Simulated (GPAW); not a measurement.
# Si K-edge XANES of CoSi2 (Fm-3m)

Aim: the near-edge shape at the Si K edge of CoSi2 (Fm-3m), and what the core hole does to it.

Calculated with GPAW 26.7.0; X-ray absorption from dipole matrix elements to empty bands, plane-wave PAW PBE.

This is a report of a sequence of runs, with most program output left out.

The database entry behind the starting cell differs from later determinations by our own check (0.1 to 0.3 % short, probably kX units), so it need not match the best structure at ambient conditions.

### Step 1. Set-up

It takes space group Fm-3m (No. 225, cubic). Conventional cell: a = 5.356 Å, b = 5.356 Å, c = 5.356 Å, α = 90.00°, β = 90.00°, γ = 90.00°. Co has 8 Si at 2.32 Å nearest. Nearest to Si lie 4 Co at 2.32 Å. Farther neighbours are not listed.

Structure file:

```
Co Si
1.0
     0.00000    2.67800    2.67800
     2.67800    0.00000    2.67800
     2.67800    2.67800    0.00000
Co Si
1 2
Direct
  0.00000 0.00000 0.00000
  0.75000 0.75000 0.75000
  0.25000 0.25000 0.25000
```

### Step 2. The field without a hole

A plain self-consistent run shows whether there is a gap and which moments survive; both decide the set-up of the core-hole run.

Input file scf.py:

```python
import numpy as np
from ase import Atoms
from ase.parallel import parprint, paropen
from gpaw import GPAW, PW, FermiDirac, Mixer, MixerDif, setup_paths
from gpaw.test import gen
setup_paths.insert(0, '.')
gen('Si', name='nch1s', xcname='PBE', corehole=(1, 0, 0), write_xml=True)
from gpaw.mpi import world
world.barrier()

atoms = Atoms('CoSi2',
    cell=[[0, 2.678, 2.678],
     [2.678, 0, 2.678],
     [2.678, 2.678, 0]],
    scaled_positions=[[0, 0, 0],
     [0.75, 0.75, 0.75],
     [0.25, 0.25, 0.25]],
    magmoms=[3.0, 0.0, 0.0],
    pbc=True)
atoms.calc = calc = GPAW(legacy_gpaw=True, mode=PW(430, force_complex_dtype=True), xc='PBE', setups={1: 'nch1s'},
    kpts={'size': (8, 8, 8), 'gamma': True}, occupations=FermiDirac(0.05),
    charge=0, mixer=MixerDif(0.05, 8, 50), maxiter=150,
    convergence={'density': 0.0001, 'eigenstates': 1e-6}, txt='scf.txt')
energy = atoms.get_potential_energy() + calc.get_reference_energy()
ef = calc.get_fermi_level()
out = dict(energy=energy, fermi=ef, forces=atoms.get_forces().tolist(), magmoms=atoms.get_magnetic_moments().tolist())
parprint(f'all-electron energy {energy:.4f} eV, Fermi level {ef:.4f} eV')
ev = np.array([[calc.get_eigenvalues(k, s) for k in range(len(calc.get_ibz_k_points()))] for s in range(calc.get_number_of_spins())])
out['homo'], out['lumo'], out['counts'] = ev[ev < ef].max(), ev[ev > ef].min(), sorted(set((ev < ef).sum((0, 2)).tolist()))
out['filled'] = (ev[:, 0] < ef).sum(1).tolist()
import json
with paropen('out.json', 'w') as f:
    json.dump(out, f)
```

The run is started by

```bash
$ OMP_NUM_THREADS=1 mpirun -n 4 gpaw python scf.py
```

Run time: 6.6 s. Hardware: 4 MPI ranks of Intel Xeon 6975P-C (Granite Rapids), shared host; peak memory 0.21 GiB.

The mesh shows no gap, so the system is treated as a metal and the core electron is put at the Fermi level (neutral cell).

### Step 3. Spectrum without a core hole, Si atom 2

This cheap baseline ignores the attraction of the hole: it shows the absorber's empty states as they are in the ground state. The data set with a hole of occupation 0 only carries the core orbital.

The absorber has 4 Co at 2.32 Å and 6 Si at 2.68 Å (10-fold, site symmetry -43m).

Input file xas.py:

```python
import numpy as np
from ase import Atoms
from ase.parallel import parprint, paropen
from gpaw import GPAW, PW, FermiDirac, Mixer, MixerDif, setup_paths
from gpaw.test import gen
setup_paths.insert(0, '.')
gen('Si', name='nch1s', xcname='PBE', corehole=(1, 0, 0), write_xml=True)
from gpaw.mpi import world
world.barrier()

atoms = Atoms('CoSi2',
    cell=[[0, 2.678, 2.678],
     [2.678, 0, 2.678],
     [2.678, 2.678, 0]],
    scaled_positions=[[0, 0, 0],
     [0.75, 0.75, 0.75],
     [0.25, 0.25, 0.25]],
    magmoms=[3.0, 0.0, 0.0],
    pbc=True)
atoms.calc = calc = GPAW(legacy_gpaw=True, mode=PW(430, force_complex_dtype=True), xc='PBE', setups={1: 'nch1s'},
    kpts={'size': (11, 11, 11), 'gamma': True}, occupations=FermiDirac(0.1),
    charge=0, mixer=MixerDif(0.05, 8, 50), maxiter=150,
    convergence={'density': 0.0001, 'eigenstates': 1e-6}, txt='scf.txt')
energy = atoms.get_potential_energy() + calc.get_reference_energy()
ef = calc.get_fermi_level()
out = dict(energy=energy, fermi=ef, forces=atoms.get_forces().tolist(), magmoms=atoms.get_magnetic_moments().tolist())
parprint(f'all-electron energy {energy:.4f} eV, Fermi level {ef:.4f} eV')
ev = np.array([[calc.get_eigenvalues(k, s) for k in range(len(calc.get_ibz_k_points()))] for s in range(calc.get_number_of_spins())])
out['homo'], out['lumo'], out['counts'] = ev[ev < ef].max(), ev[ev > ef].min(), sorted(set((ev < ef).sum((0, 2)).tolist()))
out['filled'] = (ev[:, 0] < ef).sum(1).tolist()

from ase.units import Ha
from gpaw.xas import dipole_matrix_elements
nb = int(calc.get_number_of_electrons() / 2) + 31
top = nb
nscf = calc.fixed_density(kpts={'size': (7, 7, 7), 'gamma': True},
    convergence={'eigenstates': 1.0}, txt='nscf.txt')
nscf.diagonalize_full_hamiltonian(nbands=nb)
cell = atoms.cell.array
ops = [cell.T @ U.T @ np.linalg.inv(cell.T) for U in nscf.wfs.kd.symmetry.op_scc]
E = np.arange(-25, 34, 0.1)
fwhm = np.interp(E, [4, 25], [0.9, 3.5])
Y, X, zero, highest = 0, 0, 1e9, 1e9
for spin in range(nscf.get_number_of_spins()):
    wfs = nscf.wfs
    mine = wfs.bd.get_slice()  # this rank's bands
    A = dipole_matrix_elements(wfs.setups[1])
    eps = np.zeros((wfs.kd.nibzkpts, nb))
    d = np.zeros((3, A.shape[1], wfs.kd.nibzkpts, nb), complex)
    for kpt in wfs.kpt_u:
        if kpt.s == spin and 1 in kpt.P_ani:
            eps[kpt.k, mine] = kpt.eps_n * Ha
            d[:, :, kpt.k, mine] = (kpt.weight * wfs.nspins / 2) ** 0.5 * np.inner(A, kpt.P_ani[1])
    world.sum(eps)
    world.sum(d)
    T = np.einsum('amkn,bmkn->abkn', d, d.conj()).real
    T = sum(np.einsum('ai,ijkn,bj->abkn', R, T, R) for R in ops) / len(ops)
    empty = eps > ef
    zero, highest = min(zero, eps[empty].min()), min(highest, eps[:, top - 1].min())
    lines = [(eps, T, empty)] if spin == 0 else lines + [(eps, T, empty)]
for eps, T, empty in lines:
    f = np.einsum('aakn->akn', T).reshape(3, -1)
    x = eps.ravel() - zero
    w = np.interp(x, E, fwhm) / 2.35482
    g = np.exp(-0.5 * ((E[:, None] - x) / w) ** 2) / (w * (2 * np.pi) ** 0.5)
    Y = Y + (f * empty.ravel()) @ g.T
    X = X + (f * ~empty.ravel()) @ g.T
out.update(E=E.round(2).tolist(), xas=Y.tolist(), xes=X.tolist(), zero=zero, valid=highest - zero, nk=len(eps), nb=nb)
for i in range(0, len(E), 10):
    parprint(f'{E[i]:7.2f}', *(f'{v:10.3e}' for v in Y[:, i]))
import json
with paropen('out.json', 'w') as f:
    json.dump(out, f)
```

The run is started by

```bash
$ OMP_NUM_THREADS=1 mpirun -n 4 gpaw python xas.py
```

Run time: 16 s. Hardware: 4 MPI ranks; peak memory 0.3 GiB; 62 s of CPU time.

The Si K spectrum, Si atom 2, no core hole (energy from the lowest empty level; intensity scaled to a mean of 1 over the first 20 eV):

```
E (eV)  intensity
  -2.0       0.00
  -1.0       0.00
   0.0       0.24
   1.0       0.25
   2.0       0.56
   3.0       0.59
   4.0       1.29
   5.0       1.31
   6.0       1.59
   7.0       1.46
   8.0       1.45
   9.0       1.48
  10.0       1.18
  11.0       0.84
  12.0       0.65
  13.0       0.88
  14.0       1.05
  15.0       0.90
  16.0       0.86
  17.0       0.98
  18.0       0.99
  19.0       0.96
  20.0       1.00
  21.0       0.97
  22.0       0.85
  23.0       0.75
  24.0       0.69
  25.0       0.62
  26.0       0.54
  27.0       0.48
  28.0       0.49
  29.0       0.55
  30.0       0.63
  31.0       0.71
```

Main maxima below 24 eV (height): 0.5 eV (0.35), 3.9 eV (1.30), 6.1 eV (1.59), 8.7 eV (1.52), 13.9 eV (1.05), 17.5 eV (1.00) and 20.2 eV (1.01). A K edge sees empty p states on the absorber.

The same matrix elements for filled bands give the Si K emission of Si atom 2 (ground-state approximation; energy from the lowest empty level, largest value 1):

```
E (eV)  emission
-24.00      0.00
-23.25      0.00
-22.50      0.00
-21.75      0.00
-21.00      0.00
-20.25      0.00
-19.50      0.00
-18.75      0.00
-18.00      0.00
-17.25      0.00
-16.50      0.00
-15.75      0.00
-15.00      0.00
-14.25      0.00
-13.50      0.00
-12.75      0.00
-12.00      0.01
-11.25      0.03
-10.50      0.04
 -9.75      0.07
 -9.00      0.07
 -8.25      0.10
 -7.50      0.10
 -6.75      0.18
 -6.00      0.27
 -5.25      0.41
 -4.50      0.70
 -3.75      0.98
 -3.00      0.52
 -2.25      0.37
 -1.50      0.31
 -0.75      0.49
  0.00      0.16
  0.75      0.00
  1.50      0.00
  2.25      0.00
  3.00      0.00
```

Emission maxima: -3.8 eV (1.00) and -0.8 eV (0.49).

### Step 4. Supercell without a hole, the energy reference

The photon energy needs a difference of total energies, so the cell and mesh of the coming hole run are first run without a hole.

Changes to scf.py since step 2:

```diff
@@ -10,13 +10,28 @@
 
-atoms = Atoms('CoSi2',
-    cell=[[0, 2.678, 2.678],
-     [2.678, 0, 2.678],
-     [2.678, 2.678, 0]],
+atoms = Atoms('Co6Si12',
+    cell=[[-5.356, -2.678, -2.678],
+     [2.678, -5.356, 2.678],
+     [-5.356, 2.678, 2.678]],
     scaled_positions=[[0, 0, 0],
-     [0.75, 0.75, 0.75],
-     [0.25, 0.25, 0.25]],
-    magmoms=[3.0, 0.0, 0.0],
+     [0.5, 0.33333333, 0.16666667],
+     [0, 0.66666667, 0.33333333],
+     [0, 0.33333333, 0.66666667],
+     [0.5, 0, 0.5],
+     [0.5, 0.66666667, 0.83333333],
+     [0.875, 0, 0.375],
+     [0.375, 0.33333333, 0.54166667],
+     [0.875, 0.66666667, 0.70833333],
+     [0.875, 0.33333333, 0.04166667],
+     [0.375, 0, 0.875],
+     [0.375, 0.66666667, 0.20833333],
+     [0.625, 0, 0.125],
+     [0.125, 0.33333333, 0.29166667],
+     [0.625, 0.66666667, 0.45833333],
+     [0.625, 0.33333333, 0.79166667],
+     [0.125, 0, 0.625],
+     [0.125, 0.66666667, 0.95833333]],
+    magmoms=[3.0, 3.0, 3.0, 3.0, 3.0, 3.0, 0.0, 0.0, 0.0, 0.0, 0.0, 0.0, 0.0, 0.0, 0.0, 0.0, 0.0, 0.0],
     pbc=True)
-atoms.calc = calc = GPAW(legacy_gpaw=True, mode=PW(430, force_complex_dtype=True), xc='PBE', setups={1: 'nch1s'},
-    kpts={'size': (8, 8, 8), 'gamma': True}, occupations=FermiDirac(0.05),
+atoms.calc = calc = GPAW(legacy_gpaw=True, mode=PW(430, force_complex_dtype=True), xc='PBE', setups={6: 'nch1s'},
+    kpts={'size': (3, 3, 3), 'gamma': True}, occupations=FermiDirac(0.1),
     charge=0, mixer=MixerDif(0.05, 8, 50), maxiter=150,
```

The run is started by

```bash
$ OMP_NUM_THREADS=1 mpirun -n 4 gpaw python scf.py
```

Elapsed: 35 s, on 4 MPI ranks; peak memory 0.35 GiB; 2.3 min of CPU time.

Reference energy: -322173.635 eV with the cores included.

### Step 5. Spectrum with XCH, Si atom 2

The holes are 6.6 Å apart. In GPAW the data set carries the hole's charge, so charge=0 means a charged cell and charge=-1 a neutral one. The excited electron is kept in the cell, where it fills the lowest empty states and screens the hole. After the field has converged, empty bands are computed with the density fixed and the dipole matrix elements are summed.

Input file xas.py:

```python
import numpy as np
from ase import Atoms
from ase.parallel import parprint, paropen
from gpaw import GPAW, PW, FermiDirac, Mixer, MixerDif, setup_paths
from gpaw.test import gen
setup_paths.insert(0, '.')
gen('Si', name='fch1s', xcname='PBE', corehole=(1, 0, 1), write_xml=True)
from gpaw.mpi import world
world.barrier()

atoms = Atoms('Co6Si12',
    cell=[[-5.356, -2.678, -2.678],
     [2.678, -5.356, 2.678],
     [-5.356, 2.678, 2.678]],
    scaled_positions=[[0, 0, 0],
     [0.5, 0.33333333, 0.16666667],
     [0, 0.66666667, 0.33333333],
     [0, 0.33333333, 0.66666667],
     [0.5, 0, 0.5],
     [0.5, 0.66666667, 0.83333333],
     [0.875, 0, 0.375],
     [0.375, 0.33333333, 0.54166667],
     [0.875, 0.66666667, 0.70833333],
     [0.875, 0.33333333, 0.04166667],
     [0.375, 0, 0.875],
     [0.375, 0.66666667, 0.20833333],
     [0.625, 0, 0.125],
     [0.125, 0.33333333, 0.29166667],
     [0.625, 0.66666667, 0.45833333],
     [0.625, 0.33333333, 0.79166667],
     [0.125, 0, 0.625],
     [0.125, 0.66666667, 0.95833333]],
    magmoms=[3.0, 3.0, 3.0, 3.0, 3.0, 3.0, 0.0, 0.0, 0.0, 0.0, 0.0, 0.0, 0.0, 0.0, 0.0, 0.0, 0.0, 0.0],
    pbc=True)
atoms.calc = calc = GPAW(legacy_gpaw=True, mode=PW(430, force_complex_dtype=True), xc='PBE', setups={6: 'fch1s'},
    kpts={'size': (3, 3, 3), 'gamma': True}, occupations=FermiDirac(0.1),
    charge=-1, mixer=MixerDif(0.05, 8, 50), maxiter=150,
    convergence={'density': 0.0001, 'eigenstates': 1e-6}, txt='scf.txt')
energy = atoms.get_potential_energy() + calc.get_reference_energy()
ef = calc.get_fermi_level()
out = dict(energy=energy, fermi=ef, forces=atoms.get_forces().tolist(), magmoms=atoms.get_magnetic_moments().tolist())
parprint(f'all-electron energy {energy:.4f} eV, Fermi level {ef:.4f} eV')
ev = np.array([[calc.get_eigenvalues(k, s) for k in range(len(calc.get_ibz_k_points()))] for s in range(calc.get_number_of_spins())])
out['homo'], out['lumo'], out['counts'] = ev[ev < ef].max(), ev[ev > ef].min(), sorted(set((ev < ef).sum((0, 2)).tolist()))
out['filled'] = (ev[:, 0] < ef).sum(1).tolist()

from ase.units import Ha
from gpaw.xas import dipole_matrix_elements
nb = int(calc.get_number_of_electrons() / 2) + 170
top, nb = nb, nb + 8 + nb // 12
nscf = calc.fixed_density(kpts={'size': (4, 4, 4), 'gamma': True}, nbands=nb,
    convergence={'bands': top, 'eigenstates': 5e-3}, maxiter=60, txt='nscf.txt')
cell = atoms.cell.array
ops = [cell.T @ U.T @ np.linalg.inv(cell.T) for U in nscf.wfs.kd.symmetry.op_scc]
E = np.arange(-6, 34, 0.1)
fwhm = np.interp(E, [4, 25], [0.9, 3.5])
Y, X, zero, highest = 0, 0, 1e9, 1e9
for spin in range(nscf.get_number_of_spins()):
    wfs = nscf.wfs
    mine = wfs.bd.get_slice()  # this rank's bands
    A = dipole_matrix_elements(wfs.setups[6])
    eps = np.zeros((wfs.kd.nibzkpts, nb))
    d = np.zeros((3, A.shape[1], wfs.kd.nibzkpts, nb), complex)
    for kpt in wfs.kpt_u:
        if kpt.s == spin and 6 in kpt.P_ani:
            eps[kpt.k, mine] = kpt.eps_n * Ha
            d[:, :, kpt.k, mine] = (kpt.weight * wfs.nspins / 2) ** 0.5 * np.inner(A, kpt.P_ani[6])
    world.sum(eps)
    world.sum(d)
    T = np.einsum('amkn,bmkn->abkn', d, d.conj()).real
    T = sum(np.einsum('ai,ijkn,bj->abkn', R, T, R) for R in ops) / len(ops)
    empty = eps > ef
    zero, highest = min(zero, eps[empty].min()), min(highest, eps[:, top - 1].min())
    lines = [(eps, T, empty)] if spin == 0 else lines + [(eps, T, empty)]
for eps, T, empty in lines:
    f = np.einsum('aakn->akn', T).reshape(3, -1)
    x = eps.ravel() - zero
    w = np.interp(x, E, fwhm) / 2.35482
    g = np.exp(-0.5 * ((E[:, None] - x) / w) ** 2) / (w * (2 * np.pi) ** 0.5)
    Y = Y + (f * empty.ravel()) @ g.T
    X = X + (f * ~empty.ravel()) @ g.T
out.update(E=E.round(2).tolist(), xas=Y.tolist(), xes=X.tolist(), zero=zero, valid=highest - zero, nk=len(eps), nb=nb)
for i in range(0, len(E), 10):
    parprint(f'{E[i]:7.2f}', *(f'{v:10.3e}' for v in Y[:, i]))
import json
with paropen('out.json', 'w') as f:
    json.dump(out, f)
```

The run is started by

```bash
$ OMP_NUM_THREADS=1 mpirun -n 4 gpaw python xas.py
```

Run time: 4.2 min. Hardware: 4 MPI ranks; peak memory 0.81 GiB; 17 min of CPU time.

The Si K spectrum, Si atom 2, excited-electron core hole (neutral cell) (energy from the lowest empty level; intensity scaled to a mean of 1 over the first 20 eV):

```
E (eV)  intensity
  -2.0       0.00
  -1.5       0.00
  -1.0       0.00
  -0.5       0.04
   0.0       0.17
   0.5       0.33
   1.0       0.46
   1.5       0.76
   2.0       1.26
   2.5       1.20
   3.0       1.70
   3.5       2.25
   4.0       1.93
   4.5       1.75
   5.0       1.67
   5.5       1.55
   6.0       1.44
   6.5       1.31
   7.0       1.23
   7.5       1.19
   8.0       1.12
   8.5       1.05
   9.0       0.98
   9.5       0.88
  10.0       0.73
  10.5       0.60
  11.0       0.54
  11.5       0.56
  12.0       0.65
  12.5       0.76
  13.0       0.84
  13.5       0.87
  14.0       0.84
  14.5       0.80
  15.0       0.78
  15.5       0.78
  16.0       0.81
  16.5       0.83
  17.0       0.83
  17.5       0.83
  18.0       0.82
  18.5       0.82
  19.0       0.83
  19.5       0.82
  20.0       0.80
  20.5       0.76
  21.0       0.72
  21.5       0.67
  22.0       0.64
  22.5       0.61
  23.0       0.59
  23.5       0.57
  24.0       0.55
  24.5       0.53
  25.0       0.50
  25.5       0.48
  26.0       0.47
  26.5       0.46
  27.0       0.46
  27.5       0.48
  28.0       0.52
  28.5       0.57
  29.0       0.63
  29.5       0.69
  30.0       0.76
```

Main maxima below 24 eV (height): 2.1 eV (1.29), 3.5 eV (2.25), 13.5 eV (0.87) and 16.9 eV (0.83). 

The total-energy difference is 1836.63 eV.

### Step 6. Spectrum with FCH, Si atom 2

The holes are 6.6 Å apart. In GPAW the data set carries the hole's charge, so charge=0 means a charged cell and charge=-1 a neutral one. The excited electron is left out and a uniform background balances the charge. After the field has converged, empty bands are computed with the density fixed and the dipole matrix elements are summed.

Changed against the first core-hole run: core hole to FCH.

Changes to xas.py since step 5:

```diff
@@ -36,3 +36,3 @@
     kpts={'size': (3, 3, 3), 'gamma': True}, occupations=FermiDirac(0.1),
-    charge=-1, mixer=MixerDif(0.05, 8, 50), maxiter=150,
+    charge=0, mixer=MixerDif(0.05, 8, 50), maxiter=150,
     convergence={'density': 0.0001, 'eigenstates': 1e-6}, txt='scf.txt')
```

Wall time 4.6 min (4 MPI ranks); peak memory 0.79 GiB.

```
E (eV)  first run  this run
  -2.0       0.00      0.00
  -1.0       0.00      0.00
   0.0       0.17      0.22
   1.0       0.46      0.45
   2.0       1.26      1.19
   3.0       1.70      1.47
   4.0       1.93      2.01
   5.0       1.67      1.70
   6.0       1.44      1.48
   7.0       1.23      1.25
   8.0       1.12      1.15
   9.0       0.98      1.00
  10.0       0.73      0.78
  11.0       0.54      0.55
  12.0       0.65      0.62
  13.0       0.84      0.82
  14.0       0.84      0.85
  15.0       0.78      0.78
  16.0       0.81      0.80
  17.0       0.83      0.83
  18.0       0.82      0.82
  19.0       0.83      0.83
  20.0       0.80      0.81
  21.0       0.72      0.73
  22.0       0.64      0.65
  23.0       0.59      0.60
  24.0       0.55      0.55
  25.0       0.50      0.51
  26.0       0.47      0.47
  27.0       0.46      0.46
  28.0       0.52      0.51
  29.0       0.63      0.61
  30.0       0.76      0.74
```

Against the first run the r.m.s. difference is 4 %. The highest intensity below 16 eV goes from 3.5 eV (2.25) to 3.6 eV (2.25).

The photon energy of the zero moves by -0.06 eV.

### Step 7. Spectrum with HCH, Si atom 2

The holes are 6.6 Å apart. The data set carries half a charge, which charge=0 leaves uncompensated but for the background. Half a hole is Slater's transition state, a compromise that weakens the attraction. After the field has converged, empty bands are computed with the density fixed and the dipole matrix elements are summed.

Changed against the first core-hole run: core hole from full to half.

Changes to xas.py since step 6:

```diff
@@ -6,3 +6,3 @@
 setup_paths.insert(0, '.')
-gen('Si', name='fch1s', xcname='PBE', corehole=(1, 0, 1), write_xml=True)
+gen('Si', name='hch1s', xcname='PBE', corehole=(1, 0, 0.5), write_xml=True)
 from gpaw.mpi import world
@@ -34,3 +34,3 @@
     pbc=True)
-atoms.calc = calc = GPAW(legacy_gpaw=True, mode=PW(430, force_complex_dtype=True), xc='PBE', setups={6: 'fch1s'},
+atoms.calc = calc = GPAW(legacy_gpaw=True, mode=PW(430, force_complex_dtype=True), xc='PBE', setups={6: 'hch1s'},
     kpts={'size': (3, 3, 3), 'gamma': True}, occupations=FermiDirac(0.1),
```

Wall time 5 min (4 MPI ranks); peak memory 0.81 GiB.

```
E (eV)  first run  this run
  -2.0       0.00      0.00
  -1.0       0.00      0.00
   0.0       0.17      0.20
   1.0       0.46      0.34
   2.0       1.26      0.81
   3.0       1.70      0.99
   4.0       1.93      1.66
   5.0       1.67      1.64
   6.0       1.44      1.62
   7.0       1.23      1.40
   8.0       1.12      1.34
   9.0       0.98      1.19
  10.0       0.73      0.94
  11.0       0.54      0.64
  12.0       0.65      0.66
  13.0       0.84      0.86
  14.0       0.84      0.91
  15.0       0.78      0.84
  16.0       0.81      0.84
  17.0       0.83      0.89
  18.0       0.82      0.89
  19.0       0.83      0.90
  20.0       0.80      0.89
  21.0       0.72      0.82
  22.0       0.64      0.72
  23.0       0.59      0.65
  24.0       0.55      0.60
  25.0       0.50      0.54
  26.0       0.47      0.49
  27.0       0.46      0.46
  28.0       0.52      0.48
  29.0       0.63      0.56
  30.0       0.76      0.67
```

Against the first run the r.m.s. difference is 19 %. The highest intensity below 16 eV goes from 3.5 eV (2.25) to 3.7 eV (1.76).

(Part 1 of 2 ends here.)

[Logs are printed without paths, hosts, clocks, repeated set-up lines and the standing remarks that a program may print on its own settings, such as how far it seeks lower states.]

[Hosts, paths, dates, database ids (printed as entryN), source tags and the programs' standing remarks are cut or masked in the printed files.]

[Lists of maxima count a maximum above −3 eV only where it reaches 4 % of the highest in the window and stands out from its surroundings by 2 % of it (1.5 % where it reaches 55 %); shoulders and weaker maxima are passed over, and of the rest the first, up to two pre-edge ones and the few strongest are named.]
